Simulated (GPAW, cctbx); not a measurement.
# Bonding in TlB as X-rays see it

Question: by how much does bonding change the X-ray structure factors of TlB, how firmly does DFT give the change, and what does a routine refinement make of it?

The start was made by putting kin elements into a known structure type; the compound need not exist, or be stable, in this form. All numbers below are calculated.

## 1. Relax the structure

The density hangs on the geometry, so cell and atoms are relaxed first, with the symmetry held. The cutoff is set higher than for the density because stress converges slowly with plane waves.

Settings: GPAW 26.7.0, PBE, 670 eV, 6×6×6 k-points, Fermi–Dirac width 0.1 eV, BFGS to 0.03 eV/Å.

```text
cell
1.0
     0.000000000    2.547500000    2.547500000
     2.547500000    0.000000000    2.547500000
     2.547500000    2.547500000    0.000000000
Tl B
1 1
Direct
0.000000000 0.000000000 0.000000000
0.500000000 0.500000000 0.500000000
```

```console
$ OMP_NUM_THREADS=1 mpirun -n 4 gpaw python run.py > gpaw.log
```

```text
BFGS:    0       -6.250194        0.285643
BFGS:    1       -6.253574        0.238329
BFGS:    2       -6.261899        0.013793
cell  3.6474 3.6474 3.6474  60.00 60.00 60.00
volume 34.310 A^3, largest force 0.000 eV/A, largest stress 0.13 GPa
```

After 2 steps the volume has changed by +3.8 % and the energy by -0.012 eV; the largest stress left is 0.13 GPa. It took 9.5 s on 4 cores of Intel(R) Xeon(R) Platinum 8488C (Sapphire Rapids) (shared host), peak memory 0.73 GiB.

Relaxed structure: Fm-3m (no. 225), a = 5.1581 Å, b = 5.1581 Å, c = 5.1581 Å, α = 90.00°, β = 90.00°, γ = 90.00°.

```
atom  mult.    x  y  z
 Tl1      4    0  0  0
  B1      4  1/2  0  0
```

## 2. The all-electron density

X-rays see the whole electron density, so the PAW density is rebuilt with its core regions. Subtracting spherical free atoms from the same code cancels the cores and leaves the deformation density Δρ, the part due to bonding.

Settings: PBE, 550 eV, 8×8×8 k-points, Fermi–Dirac width 0.1 eV; primitive cell of 2 atoms.

```console
$ OMP_NUM_THREADS=1 mpirun -n 4 gpaw python run.py > gpaw.log
```

```text
|iter:   1|       0s |   -6.596386 | -0.09 |       |
|iter:   2|       1s |   -6.518901 | -2.23 | -1.20 |
|iter:   3|       1s |   -6.261844 | -1.46 | -1.25 |
...
|iter:   6|       1s |   -6.263637c| -5.40 | -3.35 |
|iter:   7|       1s |   -6.263639c| -6.45 | -3.95 |
|iter:   8|       2s |   -6.263639c| -7.63c| -4.54c|
```

```text
grid (40, 40, 40)  electrons 86.000  moved by bonding 0.304 e
deformation density beyond 0.5 A of the nuclei: max 0.051, min -0.062 e/A^3
atom        x       y       z   Voronoi charge  moment
Tl1    0.0000  0.0000  0.0000      0.240       0.00
B 2    0.5000  0.5000  0.5000     -0.240       0.00
mean inner potential of superposed free atoms 21.553 V
total magnetic moment 0.000 muB
```

Deformation density in a plane through the shortest contact of the Tl atom at the origin, in 0.01 e/Å³ (clipped at ±99); x from -1.6 to 4.2 Å, y from 2.4 down to -2.4 Å:

```text
 -2   4   4   2   .   .   3   5   1  -3   .   .  -1  -5   3   5
 -1   2   2   1   1   1   2   3   0  -6  -2  -2  -3  -4   1   3
  0   1   2   3   5   4   2   1   0  -1  -2  -2  -2  -1   0   1
  1   0   0   2   3   2   1   0   0   2   4   5   3   1   0   0
  2   0  -2  -5  -4  -5  -3   0   2   2   3   4   3   2   1  -1
  4   2  -5  -1   .   0  -5   0   4   2   1   .   1   3   3  -2
  5   3  -4   .   .   .  -3   1   5   3   .   .   .   4   5  -2
  4   2  -5  -1   .   0  -5   1   4   2   1   .   0   3   3  -2
  2   0  -2  -5  -4  -5  -3   0   2   2   3   4   3   2   1  -1
  1   0   0   2   3   2   1   0   0   2   4   5   3   1   0   0
 -1   1   2   3   5   4   2   1   0  -1  -2  -2  -2  -1   0   1
 -1   2   2   1   1   1   2   3   0  -6  -2  -2  -3  -4   1   3
 -2   4   4   1   .   .   3   5   1  -3   .   .  -1  -5   3   5
```

Atoms in or within 0.15 Å of the plane: Tl (0.0, 0.0), B (2.6, 0.0) Å. Dots mark points within about 0.45 Å of a nucleus; large values next to them are atomic features.

B gains most (-0.24 e) and Tl loses most (+0.24 e), as electronegativity suggests. Such charges fall far short of formal ones, since overlapping free atoms already put density on their neighbours. Along the shortest contact from the Tl atom at the map's origin, Tl–B at 2.58 Å, Δρ is +0.04 e/Å³ at the midpoint and highest, +0.05, 1.55 Å from Tl (points within 0.5 Å of a nucleus left out): little piles up between the atoms. Point values carry grid noise of about 0.01 e/Å³. The run needed 8 iterations, 5.9 s.

## 3. Structure factors

The Fourier components of Δρ, added to those of the free atoms, give the static X-ray structure factors; the Mott–Bethe relation turns them into the Fourier components V of the potential that fast electrons feel.

```text
static structure factors of the conventional cell: F in electrons, V (Mott-Bethe) in volts
   h  k  l      d  |F| table  |F| free   |F| DFT   change   |V| free  |V| DFT  change %
   1  1  1  2.9780   273.535   273.434   272.669   -0.765     9.054    9.280      2.5
   0  2  0  2.5791   288.397   288.321   288.411    0.090    12.369   12.349     -0.2
   0  2  2  1.8237   260.125   260.015   259.790   -0.225     9.329    9.354      0.3
   1  3  1  1.5552   230.006   229.849   230.063    0.215     5.990    5.973     -0.3
   2  2  2  1.4890   240.857   240.734   240.622   -0.113     7.647    7.655      0.1
   0  4  0  1.2895   226.265   226.136   226.465    0.329     6.546    6.528     -0.3
   1  3  3  1.1833   204.147   204.040   204.161    0.121     4.675    4.669     -0.1
   0  4  2  1.1534   214.542   214.423   214.565    0.142     5.757    5.751     -0.1
   2  4  2  1.0529   204.771   204.672   204.733    0.061     5.159    5.156     -0.0
   3  3  3  0.9927   186.211   186.169   186.204    0.034     3.878    3.877     -0.0
   1  5  1  0.9927   186.211   186.169   186.145   -0.024     3.878    3.879      0.0
   0  4  4  0.9118   189.158   189.072   189.077    0.005     4.302    4.302     -0.0
```

The largest X-ray change is -0.77 e on 111, 0.3 % of |F|. For electrons V goes as (Z − F)/g², so a change of F counts against Z − F, which is small at low angle and wherever the atoms' terms cancel: |V| of 111 moves by +2.5 % (9.05 to 9.28 V) against -0.3 % in |F|. The last three rows change by 0.03 e or less, against 0.77 e at the top: the effect is concentrated at low angle. The tabulated Hartree–Fock atoms differ from the free DFT atoms by up to 0.16 e, so the choice of reference atom matters too.

## 4. Which functional?

The same geometry is run with other functionals, to see whether the bonding signal is larger than the spread between approximations. Free atoms are LDA for LDA and PBE otherwise; meta-GGAs and hybrids keep PBE cores. Any other changed setting is in the row's label.

```csv
run,ΔF 111 (e),ΔF 040 (e),ΔF 022 (e),q(B) (e),moved (e),time
PBE,-0.765,+0.329,-0.225,-0.240,0.304,5.9 s
LDA,-0.726,+0.317,-0.247,-0.220,0.288,5.6 s
r2SCAN,-0.701,+0.335,-0.229,-0.240,0.321,8.8 s
```

At the base's settings ΔF(111) spans -0.765 to -0.701 e, a spread of 8 % of the PBE value; over the three listed reflections the spread is at most 10 %, so sign and size hold across the functionals. Times are from shared hosts.

## 5. Refining ordinary atoms against data with bonding

Routine crystallography fits spherical atoms. To see the bias, intensities are simulated from tabulated atoms plus the DFT change ΔF, so that bonding alone can misfit (1138 reflections of the full sphere, merged to the counts below, to 0.5 Å, 1.5 % proportional noise plus counting noise, assumed isotropic U as listed, Δρ smeared by the mean U) and refined with cctbx over different ranges.

| range | data | R1 | GooF | U Tl1 (true 0.0062) | U B1 (true 0.0148) | largest shift (Å) | Δρ max, min (e/Å³) |
| --- | --- | --- | --- | --- | --- | --- | --- |
| all data | 48 | 0.0019 | 0.99 | 0.0062 | 0.0150 | 0.0000 | 0.22, -0.25 |
| low resolution, d > 0.84 | 15 | 0.0021 | 1.04 | 0.0061 | 0.0118 | 0.0000 | 0.20, -0.14 |
| high order, d < 0.75 | 30 | 0.0014 | 0.82 | 0.0062 | 0.0152 | 0.0000 | 0.12, -0.13 |
| occupancies free, d > 0.7 | 22 | 0.0021 | 1.15 | 0.0062 | 0.0152 | 0.0000 | 0.22, -0.19 |

With all data GooF is 0.99, so at this noise the bonding hardly shows; the top residual peak, near noise level, lies 1.06 Å from B and 1.52 Å from Tl. No U is off by more than 3 s.u. at low resolution. Symmetry fixes every coordinate, so the shifts are zero by construction. With Tl1 held at 1 and the scale free, the other occupancies refine to B1 1.024(0.041), within three s.u. of full.

## 6. Answer

Bonding moves 0.30 e in the primitive cell of TlB and changes the structure factors of the conventional cell in the table above by at most 0.77 e (111, 0.3 %). The shortest bond, Tl–B, has Δρ = +0.04 e/Å³ at its midpoint. At the base's settings ΔF(111) spans -0.765 to -0.701 e, a spread of 8 % of the PBE value; over the three listed reflections the spread is at most 10 %, so sign and size hold across the functionals. With all data GooF is 0.99, so at this noise the bonding hardly shows. Limits: static density, frozen cores, no spin–orbit coupling.

[Outputs are excerpts: Python notices, other lines and further rows are left out; steps that failed or that the build refused (PBEsol, TPSS) are not shown.]

[Logs are printed without paths, hosts, clocks, repeated set-up lines and the standing remarks that a program may print on its own settings, such as how far it seeks lower states.]
